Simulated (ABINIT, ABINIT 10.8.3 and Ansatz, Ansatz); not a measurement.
**Excitons of CsSrF3 (Pm-3m): kernels and approximations**

Aim: the absorption spectrum of CsSrF3 (Pm-3m) with electron-hole interaction, and what each part of the kernel does.

Calculated with ABINIT 10.8.3 and Ansatz 0.2.0; LDA and many-body steps on it, plane waves.

**1. Starting point**

It takes space group Pm-3m (No. 221, cubic). Conventional cell: a = 4.763 Å, b = 4.763 Å, c = 4.763 Å, α = 90.00°, β = 90.00°, γ = 90.00°. Cs has 12 F at 3.37 Å nearest. Nearest to Sr lie 6 F at 2.38 Å. Nearest to F lie 2 Sr at 2.38 Å and 4 Cs at 3.37 Å. Farther neighbours and most contacts between anions are not listed.

The cell and positions are those that the Materials Project relaxed with its own functionals (PBE, PBE+U or r2SCAN), kept fixed. Spin-orbit coupling is left out unless a step names it.

**2. Empty states on the mesh, 2×2×2 mesh, 79 bands**

This step: ABINIT 10.8.3; DFT, LDA, plane waves, norm-conserving pseudopotentials.

The sums over transitions need many empty states on a uniform mesh; this step solves for them.

run.abi reads:

```
acell 3*1.0 Angstrom
rprim 
  4.763247010000 0.000000000000 0.000000000000
  0.000000000000 4.763247010000 0.000000000000
  0.000000000000 0.000000000000 4.763247010000
ntypat 3
znucl 55 38 9
natom 5
typat 1 2 3 3 3
xred 
  0.000000000000 0.000000000000 0.000000000000
  0.500000000000 0.500000000000 0.500000000000
  0.000000000000 0.500000000000 0.500000000000
  0.500000000000 0.000000000000 0.500000000000
  0.500000000000 0.500000000000 0.000000000000
pp_dirpath "pseudos"
pseudos "Cs.upf, Sr.upf, F.upf"
ecut 36
ngkpt 2 2 2
nshiftk 1
shiftk 0 0 0
kptopt 1
chksymbreak 0
iscf -2
irdden 1
istwfk *1
nband 79
nbdbuf 6
tolwfr 1e-09
nstep 60
prtvol 0
indata_prefix "in"
outdata_prefix "out"
tmpdata_prefix "tmp"
```

Run with:

```sh
> OMP_NUM_THREADS=1 mpirun -n 4 abinit run.abi > log
```

Numbers of over 12 decimals in the logs are rounded to 6 here.

The log of the run:

```text
.Version 10.8.3 of ABINIT. v10.8.2 released Aug 2026.

 Symmetries : space group Pm -3 m (#221); Bravais cP (primitive cubic)
[... echo of the input left out ...]
== DATASET  1 ==================================================================
-   mpi_nproc: 4, omp_nthreads: 1 (-1 if OMP is not activated)

--- !DatasetInfo
iteration_state: {dtset: 1, }
dimensions: {natom: 5, nkpt: 4, mband: 79, nsppol: 1, nspinor: 1, nspden: 1, mpw: 7568, }
cutoff_energies: {ecut:  36.0, pawecutdg:  -1.0, }
[...]
0.98193    0.98193    0.98193    0.98991    1.00463    1.00463    1.00463    1.11825
   1.11825    1.11825    1.13160    1.13160    1.13160    1.14455    1.14575    1.14575
   1.14575    1.16419    1.22121    1.22121    1.29389    1.30575    1.31345
 prteigrs : prtvol=0 or 1, do not print more k-points.

== END DATASET(S) ==============================================================
================================================================================

 -outvars: echo values of variables after computation  --------
            nband          79
             nkpt           4
          spgroup         221
 [... the other variables as echoed above ...]

 Calculation completed.
```

Wall time 23 s (4 MPI ranks of Intel Xeon Platinum 8488C (Sapphire Rapids), shared host); peak memory 0.38 GiB; 91 s of CPU time.

This step gave:

* gap: 6.076 eV
* k of the valence top: 0, 0, 0
* k of the conduction bottom: 0, 0, 0
* least direct gap: 6.076 eV
* k points computed: 4
* lowest point of the top converged band, above the valence top: 31.23 eV

On this mesh the gap is 6.076 eV.

The density comes from a self-consistent run that is not shown.

**3. Screening, 2×2×2 mesh, 73 bands, screening to 98 eV**

The RPA dielectric matrix is built and inverted for each q.

This step: RPA screening on LDA, plane waves, norm-conserving pseudopotentials.

Edit run.abi of step 2 so:

```diff
@@ -23,10 +23,11 @@
 chksymbreak 0
-iscf -2
-irdden 1
 istwfk *1
-nband 79
-nbdbuf 6
-tolwfr 1e-09
-nstep 60
-prtvol 0
+occopt 1
+irdwfk 1
+optdriver 3
+nband 73
+ecuteps 3.6
+inclvkb 2
+awtr 1
+symchi 1
 indata_prefix "in"
```

The log of the run:

```text
.Version 10.8.3 of ABINIT. v10.8.2 released Aug 2026.

 Symmetries : space group Pm -3 m (#221); Bravais cP (primitive cubic)
[... echo of the input left out ...]
== DATASET  1 ==================================================================
-   mpi_nproc: 4, omp_nthreads: 1 (-1 if OMP is not activated)

--- !DatasetInfo
iteration_state: {dtset: 1, }
dimensions: {natom: 5, nkpt: 4, mband: 73, nsppol: 1, nspinor: 1, nspden: 1, mpw: 7568, }
cutoff_energies: {ecut:  36.0, pawecutdg:  -1.0, }
[...]
--------------------------------------------------------------------------------
[... chi0 elements left out ...]
 For q-point:  0.000010 0.000020 0.000030
  dielectric constant =   2.2613
  dielectric constant without local fields =   2.5007

  Average fulfillment of the sum rule on Im[epsilon] for q-point    1 :     39.36  [%]
[... wings left out ...]
  q-point number  2        q = ( 0.500000, 0.000000, 0.000000) [r.l.u.]
--------------------------------------------------------------------------------
[... chi0 elements left out ...]
  Average fulfillment of the sum rule on Im[epsilon] for q-point    2 :     48.87  [%]

 [... 2 further q-points ...]
```

Run time: 12 s. Hardware: 4 MPI ranks; peak memory 1 GiB.

This step gave:

```yaml
eps_infinity_with_local_fields_on_this_mesh_along_the_program_s_q_direction: 2.261
the_same_without_local_fields: 2.501
plasma_frequency: 22.59 eV
plane_waves_in_the_screening_matrix: 251
```

Local fields lower ε∞ by 10 %. On a Γ-centred mesh this coarse the value itself is usually too large, while a short band sum pulls it down.

**4. Self-energy, 2×2×2 mesh, 73 bands, screening to 98 eV**

The self-energy is evaluated for the states that the input lists, and the levels follow from it, in one-shot runs by the linearised quasiparticle equation.

This step: G0W0 on LDA, plane waves, norm-conserving pseudopotentials.

Edit run.abi of step 3 so:

```diff
@@ -26,8 +26,15 @@
 irdwfk 1
-optdriver 3
+optdriver 4
 nband 73
+gwcalctyp 0
+ecutsigx 36
+symsigma 1
+nkptgw 1
+kptgw 
+  0.0000000000 0.0000000000 0.0000000000
+bdgw 
+  18 23
 ecuteps 3.6
-inclvkb 2
-awtr 1
-symchi 1
+irdscr 1
+ppmodel 1
 indata_prefix "in"
```

The log of the run:

```text
.Version 10.8.3 of ABINIT. v10.8.2 released Aug 2026.

 Symmetries : space group Pm -3 m (#221); Bravais cP (primitive cubic)
[... echo of the input left out ...]
== DATASET  1 ==================================================================
-   mpi_nproc: 4, omp_nthreads: 1 (-1 if OMP is not activated)

--- !DatasetInfo
iteration_state: {dtset: 1, }
dimensions: {natom: 5, nkpt: 4, mband: 73, nsppol: 1, nspinor: 1, nspden: 1, mpw: 7568, }
cutoff_energies: {ecut:  36.0, pawecutdg:  -1.0, }
[...]
21   6.027  -8.532  -3.827  -2.604   0.889  -0.125  -6.664   1.867   7.895
       22   7.583  -8.104  -3.462  -2.508   0.887  -0.127  -6.209   1.895   9.477
       23   7.583  -8.104  -3.462  -2.508   0.887  -0.127  -6.209   1.895   9.477

== END DATASET(S) ==============================================================
================================================================================

 -outvars: echo values of variables after computation  --------
           etotal      0.0000000000E+00
            nband          73
             nkpt           4
          spgroup         221
 [... the other variables as echoed above ...]

 Calculation completed.
```

It took 5 s on 4 MPI ranks; peak memory 0.54 GiB.

This step gave:

```
G0W0 gap on the points computed              : 9.659 eV
starting gap on the mesh                     : 6.076 eV
k of the valence top                         : 0, 0, 0
k of the conduction bottom                   : 0, 0, 0
least direct G0W0 gap on the computed points : 9.659 eV
```

The gap on the mesh goes from 6.08 eV to 9.66 eV, a correction of +3.58 eV.

The gap opens by 3.583 eV; the next steps shift the empty bands rigidly by 3.583 eV.

**5. Excitons**

Light makes an electron and a hole together. The Bethe-Salpeter equation adds their screened attraction and their exchange, in a window of bands around the gap.

This step: Bethe-Salpeter equation on LDA with a scissors shift, plane waves, norm-conserving pseudopotentials.

Edit run.abi of step 4 so:

```diff
@@ -26,15 +26,17 @@
 irdwfk 1
-optdriver 4
-nband 73
-gwcalctyp 0
-ecutsigx 36
-symsigma 1
-nkptgw 1
-kptgw 
-  0.0000000000 0.0000000000 0.0000000000
-bdgw 
-  18 23
+optdriver 99
+bs_calctype 1
+mbpt_sciss 3.583 eV
+bs_loband 9
+nband 29
+bs_exchange_term 1
+bs_coulomb_term 11
+bs_coupling 0
+bs_algorithm 1
+bs_freq_mesh 0 16 0.1 eV
+zcut 0.15 eV
 ecuteps 3.6
+ecutwfn 18
+inclvkb 2
 irdscr 1
-ppmodel 1
 indata_prefix "in"
```

The log of the run:

```text
.Version 10.8.3 of ABINIT. v10.8.2 released Aug 2026.

 Symmetries : space group Pm -3 m (#221); Bravais cP (primitive cubic)
[... echo of the input left out ...]
== DATASET  1 ==================================================================
-   mpi_nproc: 4, omp_nthreads: 1 (-1 if OMP is not activated)

--- !DatasetInfo
iteration_state: {dtset: 1, }
dimensions: {natom: 5, nkpt: 4, mband: 29, nsppol: 1, nspinor: 1, nspden: 1, mpw: 2680, }
cutoff_energies: {ecut:  18.0, pawecutdg:  -1.0, }
electrons: {nelect:   4.00000000E+01, charge:   0.00000000E+00, occopt:   1.00000000E+00, tsmear:   1.00000000E-02, }

 Exciton: Calculation of dielectric properties by solving the Bethe-Salpeter equation
 in frequency domain and reciprocal space on a transitions basis set.
 Based on a program developed by L. Reining, V. Olevano, F. Sottile,
 S. Albrecht, and G. Onida. Incorporated in ABINIT by M. Giantomassi.

.Using double precision arithmetic ; gwpc =  8

[... cell and pseudopotentials left out ...]
--------------------------------------------------------------------------------

 ==== K-mesh for the wavefunctions ====
 Number of points in the irreducible wedge :     4
[... list of points left out ...]
 Together with 48 symmetry operations and time-reversal symmetry
 yields     8 points in the full Brillouin Zone.

 ==== Q-mesh for the screening function ====
 Number of points in the irreducible wedge :     4
[... list of points left out ...]
 Together with 48 symmetry operations and time-reversal symmetry
 yields     8 points in the full Brillouin Zone.

 vcoul_init : cutoff-mode = AUXILIARY_FUNCTION
 q-points for optical limit:   1
     1)      0.000010    0.000020    0.000030
 setmesh: FFT mesh size selected  =    25x   25x   25
          total number of points  =        15625

 ==== Fundamental parameters for the solution of the Bethe-Salpeter equation: ====
 Algorithm: Direct diagonalization.
 Dimension of the v, W matrices,  npweps  = 251
 Cutoff for the wavefunctions,    npwwfn  = 2601
 Number of k-points in the IBZ,   nkibz   = 4
 Highest empty band included,     nband   = 29
 === Spin UP ===
 Number of resonant transitions          864
 Lowest occupied state                   9
 Highest occupied state                  20
 Lowest unoccupied state                 21
 Highest unoccupied state                29
 Minimum frequency [eV]           Emin    =   0.00
 Maximum frequency [eV]           Emax    =  16.00
 Frequency step [eV]              dE      =   0.10
 Lorentzian broadening [eV]       eta     =   0.15
 RPA L0 with KS energies and KS wavefunctions
 Scissors operator energy [eV] =          3.58
 Local fields effects (v term) included
 Excitonic effects (W term) included
 Full W_GG' included
 W is read from an external SCR file
 Resonant-only calculation (Hermitian case)

 Calculating epsilon_Macro(q-->0,w), along the following directions:
 q = (  1.432591  0.000000  0.000000) [r.l.u.]
 q = (  0.000000  1.432591  0.000000) [r.l.u.]
 q = (  0.000000  0.000000  1.432591) [r.l.u.]
 q = (  1.432591  0.000000  0.000000) [r.l.u.]
 q = (  0.000000  1.432591  0.000000) [r.l.u.]
 q = (  0.000000  0.000000  1.432591) [r.l.u.]
 Number of electrons calculated from density =   39.9438; Expected =   40.0000
 average of density, n =  0.054770
 r_s =    1.6335
 omega_plasma =   22.5750 [eV]

. Writing resonant excitonic Hamiltonian on file out_BSR; file size=   0.01 [Gb].
 Direct diagonalization of the resonant excitonic Hamiltonian, Matrix size= 864
. Using LAPACK sequential version.
 Excitonic eigenvalues in eV up to n=   32
   7.82229   7.82237   7.82238   8.06819   8.06826   8.06830   8.10669   8.10681
   8.10683   9.41909   9.41932   9.41935   9.42580   9.42593   9.42594   9.47462
   9.47464   9.47508   9.53145   9.53156   9.53158   9.56264   9.56266   9.56284
   9.56288   9.56316   9.56318   9.65231   9.67963   9.68002   9.68011   9.71917

 First excitonic eigenvalue=    7.82 [eV]
 Last  excitonic eigenvalue=   19.94 [eV]

 GW  direct gap       9.66  0.00 [eV]
 EXC direct gap       7.82  0.00 [eV]
 EXC binding energy   1.84  0.00 [eV]

 Excitonic eigenvalues up to the GW energy gap [eV]
  1 (  7.82  0.00)
  2 (  7.82  0.00)
  3 (  7.82  0.00)
  4 (  8.07  0.00)
  5 (  8.07  0.00)
  6 (  8.07  0.00)
[...]
26 (  9.56  0.00)
 27 (  9.56  0.00)
 28 (  9.65  0.00)

 Macroscopic dielectric function:
 omega [eV] <KS_RPA_nlf>  <GW_RPA_nlf>  <BSE>
   0.0000   1.9738   0.0000   1.7236   0.0000   1.8748   0.0000
   0.1000   1.9739   0.0003   1.7236   0.0001   1.8748   0.0002
   0.2000   1.9742   0.0006   1.7238   0.0002   1.8751   0.0005
   0.3000   1.9747   0.0009   1.7239   0.0003   1.8755   0.0007
   0.4000   1.9754   0.0012   1.7242   0.0005   1.8760   0.0009
   0.5000   1.9764   0.0015   1.7245   0.0006   1.8767   0.0012
   0.6000   1.9775   0.0018   1.7250   0.0007   1.8775   0.0014
   0.7000   1.9788   0.0022   1.7254   0.0008   1.8785   0.0016
   0.8000   1.9804   0.0025   1.7260   0.0009   1.8797   0.0019
   0.9000   1.9821   0.0028   1.7267   0.0010   1.8810   0.0021

 Writing KS-RPA macroscopic dielectric function without local fields to file: out_RPA_NLF_MDF
 Writing GW-RPA macroscopic dielectric function without local fields to file: out_GW_NLF_MDF
 Writing EXC Macroscopic dielectric function to file: out_EXC_MDF

== END DATASET(S) ==============================================================
================================================================================

 -outvars: echo values of variables after computation  --------
           etotal      0.0000000000E+00
            nband          29
             nkpt           4
          spgroup         221
 [... the other variables as echoed above ...]

 Calculation completed.
```

The job ended after 20 s (4 MPI ranks; peak memory 0.48 GiB).

Numbers from this step:

* direct gap of the transition levels: 9.659 eV
* transitions in the window: 864
* first strong exciton (over a fiftieth of the strongest listed): 7.822 eV
* lowest state: 7.822 eV
* binding of the lowest state below the direct gap: 1.837 eV
* Coulomb term of one mesh cell: 1.898 eV

The binding is 0.97 times the screened Coulomb term of one mesh cell (1.90 eV), so it is not shown settled.

The lowest state lies at 7.822 eV, 1.837 eV under the direct gap.

Lines within 3 meV are set at the lowest of them, and the highest group, which the list may cut short, is left out. Lines of the exciton spectrum (strongest = 100):

```csv
position (eV),lines merged,"oscillator strength, relative"
7.822,3,100
8.068,3,80
8.107,3,0.0
9.419,3,0.1
9.426,3,49
```

The ε₂ has structure finer than the step of the table below, so its rows give means over 0.5 eV, whole bins alone (the curve runs from 0 to 15.9 eV). Peaks (eV: height): BSE 7.80: 3.14, 9.50: 5.42, 12.40: 2.54, 13.40: 1.54, 15.40: 2.33; no electron-hole interaction 9.70: 1.10, 11.80: 3.28, 12.60: 3.13, 14.40: 2.02, 15.80: 3.79; Kohn-Sham, no shift 6.10: 1.11, 8.20: 3.31, 9.00: 3.07, 10.80: 2.03, 12.20: 3.68, 12.90: 4.32, 14.80: 2.44.

Mean over the three Cartesian directions of q; broadening 0.15 eV; transition window only. Limits: finite bands, cutoff and mesh; no spin-orbit coupling; coarse k mesh; exciton not shown settled in the k mesh. The ε₂ by photon energy; means over each step:

```csv
photon energy (eV),BSE,no electron-hole interaction,"Kohn-Sham, no shift"
0.5,0.00117,5.8e-4,0.00152
1.0,0.00237,0.00114,0.00314
1.5,0.00365,0.00174,0.00488
2.0,0.0051,0.00236,0.00685
2.5,0.00668,0.00306,0.00922
3.0,0.00862,0.00380,0.0122
3.5,0.0110,0.00462,0.0161
4.0,0.0140,0.00560,0.0218
4.5,0.0181,0.00667,0.0312
5.0,0.0238,0.00797,0.0509
5.5,0.0327,0.00956,0.126
6.0,0.0479,0.0115,0.740
6.5,0.0791,0.0141,0.549
7.0,0.172,0.0176,0.198
7.5,0.941,0.0227,0.466
8.0,2.60,0.0311,2.24
8.5,0.644,0.0479,2.25
9.0,0.897,0.103,2.50
9.5,3.64,0.611,1.20
10.0,1.38,0.677,1.02
10.5,1.43,0.201,1.49
11.0,1.15,0.375,1.44
11.5,0.650,1.84,0.947
12.0,0.982,2.53,1.90
12.5,2.08,2.40,2.66
13.0,0.955,1.37,3.59
13.5,1.06,1.08,1.98
14.0,0.929,1.31,0.709
14.5,0.698,1.60,1.51
15.0,1.09,0.968,1.63
15.5,1.78,1.47,0.650
```

**6. Triplet (no exchange term)**

Edit run.abi of step 5 so:

```diff
@@ -29,5 +29,5 @@
 mbpt_sciss 3.583 eV
-bs_loband 9
-nband 29
-bs_exchange_term 1
+bs_loband 12
+nband 26
+bs_exchange_term 0
 bs_coulomb_term 11
@@ -35,3 +35,3 @@
 bs_algorithm 1
-bs_freq_mesh 0 16 0.1 eV
+bs_freq_mesh 0 14 0.1 eV
 zcut 0.15 eV
```

The log of the run:

```text
.Version 10.8.3 of ABINIT. v10.8.2 released Aug 2026.

 Symmetries : space group Pm -3 m (#221); Bravais cP (primitive cubic)
[... echo of the input left out ...]
== DATASET  1 ==================================================================
-   mpi_nproc: 4, omp_nthreads: 1 (-1 if OMP is not activated)

--- !DatasetInfo
iteration_state: {dtset: 1, }
dimensions: {natom: 5, nkpt: 4, mband: 26, nsppol: 1, nspinor: 1, nspden: 1, mpw: 2680, }
cutoff_energies: {ecut:  18.0, pawecutdg:  -1.0, }
electrons: {nelect:   4.00000000E+01, charge:   0.00000000E+00, occopt:   1.00000000E+00, tsmear:   1.00000000E-02, }

 Exciton: Calculation of dielectric properties by solving the Bethe-Salpeter equation
 in frequency domain and reciprocal space on a transitions basis set.
 Based on a program developed by L. Reining, V. Olevano, F. Sottile,
 S. Albrecht, and G. Onida. Incorporated in ABINIT by M. Giantomassi.

.Using double precision arithmetic ; gwpc =  8

[... cell and pseudopotentials left out ...]
--------------------------------------------------------------------------------

 ==== K-mesh for the wavefunctions ====
 Number of points in the irreducible wedge :     4
[... list of points left out ...]
 Together with 48 symmetry operations and time-reversal symmetry
 yields     8 points in the full Brillouin Zone.

 ==== Q-mesh for the screening function ====
 Number of points in the irreducible wedge :     4
[... list of points left out ...]
 Together with 48 symmetry operations and time-reversal symmetry
 yields     8 points in the full Brillouin Zone.

 vcoul_init : cutoff-mode = AUXILIARY_FUNCTION
 q-points for optical limit:   1
     1)      0.000010    0.000020    0.000030
 setmesh: FFT mesh size selected  =    25x   25x   25
          total number of points  =        15625
[...]
average of density, n =  0.054770
 r_s =    1.6335
 omega_plasma =   22.5750 [eV]

. Writing resonant excitonic Hamiltonian on file out_BSR; file size=   0.00 [Gb].
 Direct diagonalization of the resonant excitonic Hamiltonian, Matrix size= 432
. Using LAPACK sequential version.
 Excitonic eigenvalues in eV up to n=   32
   7.80150   7.80161   7.80180   8.00247   8.00331   8.00360   8.05533   8.05616
   8.05709   9.39209   9.39337   9.39512   9.40310   9.40318   9.40345   9.42370
   9.42541   9.42739   9.52069   9.52080   9.52102   9.57245   9.57347   9.57412
   9.60562   9.60625   9.60730   9.63873   9.63942   9.64098   9.64127   9.64214

 First excitonic eigenvalue=    7.80 [eV]
 Last  excitonic eigenvalue=   14.16 [eV]

 GW  direct gap       9.66  0.00 [eV]
 EXC direct gap       7.80  0.00 [eV]
 EXC binding energy   1.86  0.00 [eV]

 Excitonic eigenvalues up to the GW energy gap [eV]
  1 (  7.80  0.00)
  2 (  7.80  0.00)
  3 (  7.80  0.00)
[...]
31 (  9.64  0.00)
 32 (  9.64  0.00)

 Macroscopic dielectric function:
 omega [eV] <KS_RPA_nlf>  <GW_RPA_nlf>  <BSE>
   0.0000   1.4922   0.0000   1.3447   0.0000   1.4502   0.0000
   0.1000   1.4922   0.0002   1.3448   0.0001   1.4503   0.0002
   0.2000   1.4924   0.0004   1.3448   0.0001   1.4505   0.0003
[...]
0.8000   1.4969   0.0018   1.3463   0.0006   1.4538   0.0013
   0.9000   1.4982   0.0020   1.3467   0.0007   1.4547   0.0015

 Writing KS-RPA macroscopic dielectric function without local fields to file: out_RPA_NLF_MDF
 Writing GW-RPA macroscopic dielectric function without local fields to file: out_GW_NLF_MDF
 Writing EXC Macroscopic dielectric function to file: out_EXC_MDF

== END DATASET(S) ==============================================================
================================================================================

 -outvars: echo values of variables after computation  --------
           etotal      0.0000000000E+00
            nband          26
             nkpt           4
          spgroup         221
 [... the other variables as echoed above ...]

 Calculation completed.
```

Wall time 8.9 s (4 MPI ranks); peak memory 0.5 GiB; 35 s of CPU time.

The lowest triplet lies at 7.801 eV; without spin-orbit coupling triplets are dark, so no spectrum is read.

[end of part 1 of 3]

[Paths, hosts, dates, memory and timing lines, banners, echoed tables and standing remarks are left out of the program output.]

[Logs are printed without paths, hosts, clocks, repeated set-up lines and the standing remarks that a program may print on its own settings, such as how far it seeks lower states.]

[Runs of the session that timed out or met a known fault of the program may be left out.]

[Hosts, paths, dates, database ids (printed as entryN), source tags and the programs' standing remarks are cut or masked in the printed files.]

[G0W0 gaps are taken among the corrected bands and points alone; a level outside them can change the order at an edge.]

[Where Ansatz stands beside ABINIT at settings called matched, ABINIT's density can come from a denser mesh and the files from another edition; pairs whose starting gaps differed by over 0.03 eV were left out, so agreement reads better than it is.]
